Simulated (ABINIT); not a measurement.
# A GW run on V2O5 (Pmmn) in ABINIT, with inputs changed

A base run on V2O5 (Pmmn), then changed inputs.

Calculated with ABINIT 10.8.3; LDA and many-body steps on it, plane waves.

**1. Set-up**

It takes space group Pmmn (No. 59, orthorhombic). Conventional cell: a = 3.564 Å, b = 11.512 Å, c = 4.368 Å, α = 90.00°, β = 90.00°, γ = 90.00°. Nearest to V lie 5 O at 1.58 to 2.02 Å. O has 1 V at 1.58 Å nearest. Nearest to O lie 3 V at 1.88 to 2.02 Å. Nearest to O lie 2 V at 1.78 Å. Farther neighbours and most contacts between anions are not listed.

The cell and positions come from the Crystallography Open Database and are kept as given unless a step says otherwise.

**2. Screening, 2×1×2 mesh, 116 bands, screening to 87.1 eV**

This step: ABINIT 10.8.3; RPA screening on LDA, plane waves, norm-conserving pseudopotentials.

The RPA dielectric matrix is built and inverted for each q.

run.abi reads:

```
acell 3*1.0 Angstrom
rprim 
  3.564000000000 0.000000000000 0.000000000000
  0.000000000000 11.512000000000 0.000000000000
  0.000000000000 0.000000000000 4.368000000000
ntypat 2
znucl 23 8
natom 14
typat 1 1 1 1 2 2 2 2 2 2 2 2 2 2
xred 
  0.000000000000 0.851180000000 0.108300000000
  0.000000000000 0.148820000000 0.108300000000
  0.500000000000 0.351180000000 0.891700000000
  0.500000000000 0.648820000000 0.891700000000
  0.000000000000 0.854300000000 0.469000000000
  0.000000000000 0.145700000000 0.469000000000
  0.500000000000 0.354300000000 0.531000000000
  0.500000000000 0.645700000000 0.531000000000
  0.000000000000 0.681100000000 0.997000000000
  0.000000000000 0.318900000000 0.997000000000
  0.500000000000 0.181100000000 0.003000000000
  0.500000000000 0.818900000000 0.003000000000
  0.000000000000 0.000000000000 0.999000000000
  0.500000000000 0.500000000000 0.001000000000
pp_dirpath "pseudos"
pseudos "V.upf, O.upf"
ecut 38
ngkpt 2 1 2
nshiftk 1
shiftk 0 0 0
kptopt 1
chksymbreak 0
istwfk *1
occopt 1
irdwfk 1
optdriver 3
nband 116
ecuteps 3.2
inclvkb 2
awtr 1
symchi 1
indata_prefix "in"
outdata_prefix "out"
tmpdata_prefix "tmp"
```

The run is started by

```bash
$ OMP_NUM_THREADS=1 mpirun -n 4 abinit run.abi > log
```

The program printed:

```text
.Version 10.8.3 of ABINIT. v10.8.2 released Aug 2026.

 Symmetries : space group Pm m n (# 59); Bravais oP (primitive ortho.)
[... echo of the input left out ...]
== DATASET  1 ==================================================================
-   mpi_nproc: 4, omp_nthreads: 1 (-1 if OMP is not activated)

--- !DatasetInfo
iteration_state: {dtset: 1, }
dimensions: {natom: 14, nkpt: 4, mband: 116, nsppol: 1, nspinor: 1, nspden: 1, mpw: 13557, }
cutoff_energies: {ecut:  38.0, pawecutdg:  -1.0, }
electrons: {nelect:   1.12000000E+02, charge:   0.00000000E+00, occopt:   1.00000000E+00, tsmear:   1.00000000E-02, }

 SCREENING: Calculation of the susceptibility and dielectric matrices

 Based on a program developped by R.W. Godby, V. Olevano, G. Onida, and L. Reining.
 Incorporated in ABINIT by V. Olevano, G.-M. Rignanese, and M. Torrent.
.Using double precision arithmetic ; gwpc =  8

[... cell and pseudopotentials left out ...]
--------------------------------------------------------------------------------

 ==== K-mesh for the wavefunctions ====
 Number of points in the irreducible wedge :     4
[... list of points left out ...]
 Together with  8 symmetry operations and time-reversal symmetry
 yields     4 points in the full Brillouin Zone.

 ==== Q-mesh for the screening function ====
 Number of points in the irreducible wedge :     4
[... list of points left out ...]
 Together with  8 symmetry operations and time-reversal symmetry
 yields     4 points in the full Brillouin Zone.

 setmesh: FFT mesh size selected  =    30x   80x   32
          total number of points  =        76800

 vcoul_init : cutoff-mode = AUXILIARY_FUNCTION
 q-points for optical limit:   1
     1)      0.000010    0.000020    0.000030

- screening: taking advantage of time-reversal symmetry
- Maximum band index for partially occupied states nbvw = 56
- Remaining bands to be divided among processors   nbcw = 60
- Number of bands treated by each node ~15

 Number of electrons calculated from density =  112.0000; Expected =  112.0000
 average of density, n =  0.092608
 r_s =    1.3712
 omega_plasma =   29.3549 [eV]

 calculating chi0 at frequencies [eV] :
  1    0.000000E+00    0.000000E+00
  2    0.000000E+00    2.935491E+01

--------------------------------------------------------------------------------
  q-point number  1        q = ( 0.000000, 0.000000, 0.000000) [r.l.u.]
--------------------------------------------------------------------------------
[... chi0 elements left out ...]
 For q-point:  0.000010 0.000020 0.000030
  dielectric constant =   4.1795
  dielectric constant without local fields =   6.5435

  Average fulfillment of the sum rule on Im[epsilon] for q-point    1 :     33.50  [%]
[... wings left out ...]
  q-point number  2        q = ( 0.500000, 0.000000, 0.000000) [r.l.u.]
--------------------------------------------------------------------------------
[... chi0 elements left out ...]
  Average fulfillment of the sum rule on Im[epsilon] for q-point    2 :     29.81  [%]

 [... 2 further q-points ...]
```

Elapsed: 74 s, on 4 MPI ranks of Arm Neoverse V2, shared host; peak memory 2.7 GiB.

This step gave:

```
ε∞ with local fields, on this mesh, along the program's q direction : 4.179
the same without local fields                                       : 6.543
plasma frequency                                                    : 29.35 eV
plane waves in the screening matrix                                 : 335
```

Local fields lower ε∞ by 36 %. On a Γ-centred mesh this coarse the value itself is usually too large, while a short band sum pulls it down.

**3. Base**

The self-energy is evaluated for the states that the input lists, and the levels follow from it, in one-shot runs by the linearised quasiparticle equation.

This step: G0W0 on LDA, plane waves, norm-conserving pseudopotentials.

Edit run.abi of step 2 so:

```diff
@@ -35,8 +35,19 @@
 irdwfk 1
-optdriver 3
+optdriver 4
 nband 116
+gwcalctyp 0
+ecutsigx 38
+symsigma 1
+nkptgw 3
+kptgw 
+  0.5000000000 0.0000000000 0.5000000000
+  0.0000000000 0.0000000000 0.0000000000
+  0.0000000000 0.0000000000 0.5000000000
+bdgw 
+  55 58
+  55 58
+  55 58
 ecuteps 3.2
-inclvkb 2
-awtr 1
-symchi 1
+irdscr 1
+ppmodel 1
 indata_prefix "in"
```

The program printed:

```text
.Version 10.8.3 of ABINIT. v10.8.2 released Aug 2026.

 Symmetries : space group Pm m n (# 59); Bravais oP (primitive ortho.)
[... echo of the input left out ...]
== DATASET  1 ==================================================================
-   mpi_nproc: 4, omp_nthreads: 1 (-1 if OMP is not activated)

--- !DatasetInfo
iteration_state: {dtset: 1, }
dimensions: {natom: 14, nkpt: 4, mband: 116, nsppol: 1, nspinor: 1, nspden: 1, mpw: 13557, }
cutoff_energies: {ecut:  38.0, pawecutdg:  -1.0, }
electrons: {nelect:   1.12000000E+02, charge:   0.00000000E+00, occopt:   1.00000000E+00, tsmear:   1.00000000E-02, }

 SIGMA: Calculation of the GW corrections

 Based on a program developped by R.W. Godby, V. Olevano, G. Onida, and L. Reining.
 Incorporated in ABINIT by V. Olevano, G.-M. Rignanese, and M. Torrent.
.Using double precision arithmetic ; gwpc =  8

[... cell and pseudopotentials left out ...]
--------------------------------------------------------------------------------

 ==== K-mesh for the wavefunctions ====
 Number of points in the irreducible wedge :     4
[... list of points left out ...]
 Together with  8 symmetry operations and time-reversal symmetry
 yields     4 points in the full Brillouin Zone.

 ==== Q-mesh for screening function ====
 Number of points in the irreducible wedge :     4
[... list of points left out ...]
 Together with  8 symmetry operations and time-reversal symmetry
 yields     4 points in the full Brillouin Zone.

 vcoul_init : cutoff-mode = AUXILIARY_FUNCTION
 q-points for optical limit:   1
     1)      0.000010    0.000020    0.000030
 setmesh: FFT mesh size selected  =    54x  144x   60
          total number of points  =       466560

 Number of electrons calculated from density =  112.0000; Expected =  112.0000
 average of density, n =  0.092608
 r_s =    1.3712
 omega_plasma =   29.3549 [eV]

 === KS Band Gaps ===
  >>>> For spin  1
   Minimum direct gap =   1.9989 [eV], located at k-point      :   0.0000  0.0000  0.5000
   Fundamental gap    =   1.7467 [eV], Top of valence bands at :   0.5000  0.0000  0.5000
                                       Bottom of conduction at :   0.0000  0.0000  0.0000
 SIGMA fundamental parameters:
 PLASMON POLE MODEL  1
 number of plane-waves for SigmaX                13557
 number of plane-waves for SigmaC and W            335
 number of plane-waves for wavefunctions         13557
 number of bands                                   116
 number of independent spin polarizations            1
 number of spinorial components                      1
 number of k-points in IBZ                           4
 number of q-points in IBZ                           4
 number of symmetry operations                       8
 number of k-points in BZ                            4
 number of q-points in BZ                            4
 number of frequencies for dSigma/dE                 9
 frequency step for dSigma/dE [eV]                0.25
 number of omega for Sigma on real axis              0
 max omega for Sigma on real axis  [eV]           0.00
 zcut for avoiding poles [eV]                     0.10

 EPSILON^-1 parameters (SCR file):
 dimension of the eps^-1 matrix on file            335
 dimension of the eps^-1 matrix used               335
 number of plane-waves for wavefunctions         13557
 number of bands                                   116
 number of q-points in IBZ                           4
 number of frequencies                               2
 number of real frequencies                          1
 number of imag frequencies                          1

 matrix elements of self-energy operator (all in [eV])

 Perturbative Calculation

--- !SelfEnergy_ee
iteration_state: {dtset: 1, }
kpoint     : [   0.500,    0.000,    0.500, ]
spin       : 1
KS_gap     :    2.323
QP_gap     :    4.521
Delta_QP_KS:    2.198
data: !SigmaeeData |
     Band     E0 <VxcDFT>   SigX SigC(E0)      Z dSigC/dE  Sig(E)    E-E0       E
       55   1.225 -19.952 -25.256   5.273   0.744  -0.343 -19.975  -0.023   1.203
       56   1.225 -19.952 -25.256   5.273   0.744  -0.343 -19.975  -0.023   1.203
       57   3.548 -22.349 -14.914  -4.532   0.749  -0.335 -20.174   2.176   5.723
       58   3.548 -22.349 -14.914  -4.532   0.749  -0.335 -20.174   2.176   5.723

--- !SelfEnergy_ee
iteration_state: {dtset: 1, }
kpoint     : [   0.000,    0.000,    0.000, ]
spin       : 1
KS_gap     :    2.384
QP_gap     :    4.600
Delta_QP_KS:    2.215
data: !SigmaeeData |
     Band     E0 <VxcDFT>   SigX SigC(E0)      Z dSigC/dE  Sig(E)    E-E0       E
       55   0.534 -19.378 -25.086   5.637   0.740  -0.351 -19.431  -0.053   0.481
       56   0.588 -19.769 -24.894   5.114   0.750  -0.334 -19.777  -0.008   0.579
[...]
--- !SelfEnergy_ee
iteration_state: {dtset: 1, }
kpoint     : [   0.000,    0.000,    0.500, ]
spin       : 1
KS_gap     :    1.999
QP_gap     :    4.252
Delta_QP_KS:    2.253
data: !SigmaeeData |
     Band     E0 <VxcDFT>   SigX SigC(E0)      Z dSigC/dE  Sig(E)    E-E0       E
[...]
56   1.103 -20.016 -25.252   5.164   0.744  -0.344 -20.069  -0.054   1.050
       57   3.102 -22.046 -14.143  -4.973   0.751  -0.332 -19.847   2.199   5.301
       58   3.267 -21.848 -14.517  -4.463   0.753  -0.328 -19.689   2.159   5.426

== END DATASET(S) ==============================================================
================================================================================

 -outvars: echo values of variables after computation  --------
           etotal      0.0000000000E+00
            nband         116
             nkpt           4
          spgroup          59
 [... the other variables as echoed above ...]

 Calculation completed.
```

The job ended after 14 s (4 MPI ranks; peak memory 2.7 GiB).

This step gave:

```yaml
g0w0_gap_on_the_points_computed: 3.976 eV
starting_gap_on_the_mesh: 1.747 eV
k_of_the_valence_top: 0.5, 0, 0.5
k_of_the_conduction_bottom: 0, 0, 0
z_at_the_valence_top: 0.744
z_at_the_conduction_bottom: 0.753
least_direct_g0w0_gap_on_the_computed_points: 4.251 eV
```

The gap on the mesh goes from 1.75 eV to 3.98 eV, a correction of +2.23 eV.

**4. No symmetry in the self-energy**

Edit run.abi of step 3 so:

```diff
@@ -39,3 +39,3 @@
 ecutsigx 38
-symsigma 1
+symsigma 0
 nkptgw 3
```

The program printed:

```text
.Version 10.8.3 of ABINIT. v10.8.2 released Aug 2026.

 Symmetries : space group Pm m n (# 59); Bravais oP (primitive ortho.)
[... echo of the input left out ...]
== DATASET  1 ==================================================================
-   mpi_nproc: 4, omp_nthreads: 1 (-1 if OMP is not activated)

--- !DatasetInfo
iteration_state: {dtset: 1, }
dimensions: {natom: 14, nkpt: 4, mband: 116, nsppol: 1, nspinor: 1, nspden: 1, mpw: 13557, }
cutoff_energies: {ecut:  38.0, pawecutdg:  -1.0, }
electrons: {nelect:   1.12000000E+02, charge:   0.00000000E+00, occopt:   1.00000000E+00, tsmear:   1.00000000E-02, }

 SIGMA: Calculation of the GW corrections

 Based on a program developped by R.W. Godby, V. Olevano, G. Onida, and L. Reining.
 Incorporated in ABINIT by V. Olevano, G.-M. Rignanese, and M. Torrent.
.Using double precision arithmetic ; gwpc =  8

[... cell and pseudopotentials left out ...]
--------------------------------------------------------------------------------

 ==== K-mesh for the wavefunctions ====
 Number of points in the irreducible wedge :     4
[... list of points left out ...]
 Together with  8 symmetry operations and time-reversal symmetry
 yields     4 points in the full Brillouin Zone.

 ==== Q-mesh for screening function ====
 Number of points in the irreducible wedge :     4
[... list of points left out ...]
 Together with  8 symmetry operations and time-reversal symmetry
 yields     4 points in the full Brillouin Zone.

 vcoul_init : cutoff-mode = AUXILIARY_FUNCTION
 q-points for optical limit:   1
     1)      0.000010    0.000020    0.000030
 setmesh: FFT mesh size selected  =    54x  144x   60
          total number of points  =       466560

 Number of electrons calculated from density =  112.0000; Expected =  112.0000
[...]
number of plane-waves for wavefunctions         13557
 number of bands                                   116
 number of q-points in IBZ                           4
 number of frequencies                               2
 number of real frequencies                          1
 number of imag frequencies                          1

 matrix elements of self-energy operator (all in [eV])

 Perturbative Calculation

--- !SelfEnergy_ee
iteration_state: {dtset: 1, }
kpoint     : [   0.500,    0.000,    0.500, ]
spin       : 1
KS_gap     :    2.323
QP_gap     :    4.521
Delta_QP_KS:    2.198
data: !SigmaeeData |
     Band     E0 <VxcDFT>   SigX SigC(E0)      Z dSigC/dE  Sig(E)    E-E0       E
       55   1.225 -19.952 -25.256   5.273   0.744  -0.343 -19.975  -0.023   1.203
       56   1.225 -19.952 -25.256   5.273   0.744  -0.343 -19.975  -0.023   1.203
       57   3.548 -22.349 -14.914  -4.532   0.749  -0.335 -20.174   2.176   5.723
[...]
--- !SelfEnergy_ee
iteration_state: {dtset: 1, }
kpoint     : [   0.000,    0.000,    0.000, ]
spin       : 1
KS_gap     :    2.384
QP_gap     :    4.600
Delta_QP_KS:    2.215
data: !SigmaeeData |
     Band     E0 <VxcDFT>   SigX SigC(E0)      Z dSigC/dE  Sig(E)    E-E0       E
[...]
--- !SelfEnergy_ee
iteration_state: {dtset: 1, }
kpoint     : [   0.000,    0.000,    0.500, ]
spin       : 1
KS_gap     :    1.999
QP_gap     :    4.252
Delta_QP_KS:    2.253
data: !SigmaeeData |
     Band     E0 <VxcDFT>   SigX SigC(E0)      Z dSigC/dE  Sig(E)    E-E0       E
[...]
57   3.102 -22.046 -14.143  -4.973   0.751  -0.332 -19.847   2.199   5.301
       58   3.267 -21.848 -14.517  -4.463   0.753  -0.328 -19.689   2.159   5.426

== END DATASET(S) ==============================================================
================================================================================

 -outvars: echo values of variables after computation  --------
           etotal      0.0000000000E+00
            nband         116
             nkpt           4
          spgroup          59
 [... the other variables as echoed above ...]

 Calculation completed.
```

The job ended after 14 s (4 MPI ranks; peak memory 2.6 GiB; 54 s of CPU time).

Numbers from this step:

```
G0W0 gap on the points computed              : 3.976 eV
starting gap on the mesh                     : 1.747 eV
k of the valence top                         : 0.5, 0, 0.5
k of the conduction bottom                   : 0, 0, 0
Z at the valence top                         : 0.744
Z at the conduction bottom                   : 0.753
least direct G0W0 gap on the computed points : 4.251 eV
```

Against G0W0 in ABINIT (2×1×2 mesh, 116 bands, screening to 87.1 eV, Godby-Needs plasmon pole), the gap moves by +0.000 eV.

**5. Scissors in G**

Edit run.abi of step 4 so:

```diff
@@ -39,3 +39,3 @@
 ecutsigx 38
-symsigma 0
+symsigma 1
 nkptgw 3
@@ -52,2 +52,3 @@
 ppmodel 1
+mbpt_sciss 0.5 eV
 indata_prefix "in"
```

The program printed:

```text
.Version 10.8.3 of ABINIT. v10.8.2 released Aug 2026.

 Symmetries : space group Pm m n (# 59); Bravais oP (primitive ortho.)
[... echo of the input left out ...]
== DATASET  1 ==================================================================
-   mpi_nproc: 4, omp_nthreads: 1 (-1 if OMP is not activated)

--- !DatasetInfo
iteration_state: {dtset: 1, }
dimensions: {natom: 14, nkpt: 4, mband: 116, nsppol: 1, nspinor: 1, nspden: 1, mpw: 13557, }
cutoff_energies: {ecut:  38.0, pawecutdg:  -1.0, }
electrons: {nelect:   1.12000000E+02, charge:   0.00000000E+00, occopt:   1.00000000E+00, tsmear:   1.00000000E-02, }

 SIGMA: Calculation of the GW corrections

 Based on a program developped by R.W. Godby, V. Olevano, G. Onida, and L. Reining.
 Incorporated in ABINIT by V. Olevano, G.-M. Rignanese, and M. Torrent.
.Using double precision arithmetic ; gwpc =  8

[... cell and pseudopotentials left out ...]
--------------------------------------------------------------------------------

 ==== K-mesh for the wavefunctions ====
 Number of points in the irreducible wedge :     4
[... list of points left out ...]
 Together with  8 symmetry operations and time-reversal symmetry
 yields     4 points in the full Brillouin Zone.

 ==== Q-mesh for screening function ====
 Number of points in the irreducible wedge :     4
[... list of points left out ...]
 Together with  8 symmetry operations and time-reversal symmetry
 yields     4 points in the full Brillouin Zone.

 vcoul_init : cutoff-mode = AUXILIARY_FUNCTION
 q-points for optical limit:   1
     1)      0.000010    0.000020    0.000030
 setmesh: FFT mesh size selected  =    54x  144x   60
          total number of points  =       466560

 Number of electrons calculated from density =  112.0000; Expected =  112.0000
[...]
number of plane-waves for wavefunctions         13557
 number of bands                                   116
 number of q-points in IBZ                           4
 number of frequencies                               2
 number of real frequencies                          1
 number of imag frequencies                          1

 matrix elements of self-energy operator (all in [eV])

 Perturbative Calculation

--- !SelfEnergy_ee
iteration_state: {dtset: 1, }
kpoint     : [   0.500,    0.000,    0.500, ]
spin       : 1
KS_gap     :    2.323
QP_gap     :    4.612
Delta_QP_KS:    2.289
data: !SigmaeeData |
     Band     E0 <VxcDFT>   SigX SigC(E0)      Z dSigC/dE  Sig(E)    E-E0       E
       55   1.225 -19.952 -25.256   5.295   0.745  -0.342 -19.959  -0.006   1.219
       56   1.225 -19.952 -25.256   5.295   0.745  -0.342 -19.959  -0.006   1.219
       57   3.548 -22.349 -14.914  -4.560   0.750  -0.333 -20.067   2.283   5.831
[...]
--- !SelfEnergy_ee
iteration_state: {dtset: 1, }
kpoint     : [   0.000,    0.000,    0.000, ]
spin       : 1
KS_gap     :    2.384
QP_gap     :    4.693
Delta_QP_KS:    2.308
data: !SigmaeeData |
     Band     E0 <VxcDFT>   SigX SigC(E0)      Z dSigC/dE  Sig(E)    E-E0       E
[...]
--- !SelfEnergy_ee
iteration_state: {dtset: 1, }
kpoint     : [   0.000,    0.000,    0.500, ]
spin       : 1
KS_gap     :    1.999
QP_gap     :    4.345
Delta_QP_KS:    2.346
data: !SigmaeeData |
     Band     E0 <VxcDFT>   SigX SigC(E0)      Z dSigC/dE  Sig(E)    E-E0       E
[...]
57   3.102 -22.046 -14.143  -4.996   0.751  -0.331 -19.737   2.309   5.411
       58   3.267 -21.848 -14.517  -4.490   0.754  -0.326 -19.583   2.265   5.532

== END DATASET(S) ==============================================================
================================================================================

 -outvars: echo values of variables after computation  --------
           etotal      0.0000000000E+00
            nband         116
             nkpt           4
          spgroup          59
 [... the other variables as echoed above ...]

 Calculation completed.
```

Elapsed: 14 s, on 4 MPI ranks; peak memory 2.7 GiB.

This step gave:

```yaml
g0w0_gap_on_the_points_computed: 4.069 eV
starting_gap_on_the_mesh: 1.747 eV
k_of_the_valence_top: 0.5, 0, 0.5
k_of_the_conduction_bottom: 0, 0, 0
z_at_the_valence_top: 0.745
z_at_the_conduction_bottom: 0.754
least_direct_g0w0_gap_on_the_computed_points: 4.345 eV
```

(Continued in part 2 of 3.)

[Paths, hosts, dates, memory and timing lines, banners, echoed tables and standing remarks are left out of the program output.]

[Logs are printed without paths, hosts, clocks, repeated set-up lines and the standing remarks that a program may print on its own settings, such as how far it seeks lower states.]

[Runs of the session that timed out or met a known fault of the program may be left out.]

[Hosts, paths, dates, database ids (printed as entryN), source tags and the programs' standing remarks are cut or masked in the printed files.]

[G0W0 gaps are taken among the corrected bands and points alone; a level outside them can change the order at an edge.]

[Where Ansatz stands beside ABINIT at settings called matched, ABINIT's density can come from a denser mesh and the files from another edition; pairs whose starting gaps differed by over 0.03 eV were left out, so agreement reads better than it is.]
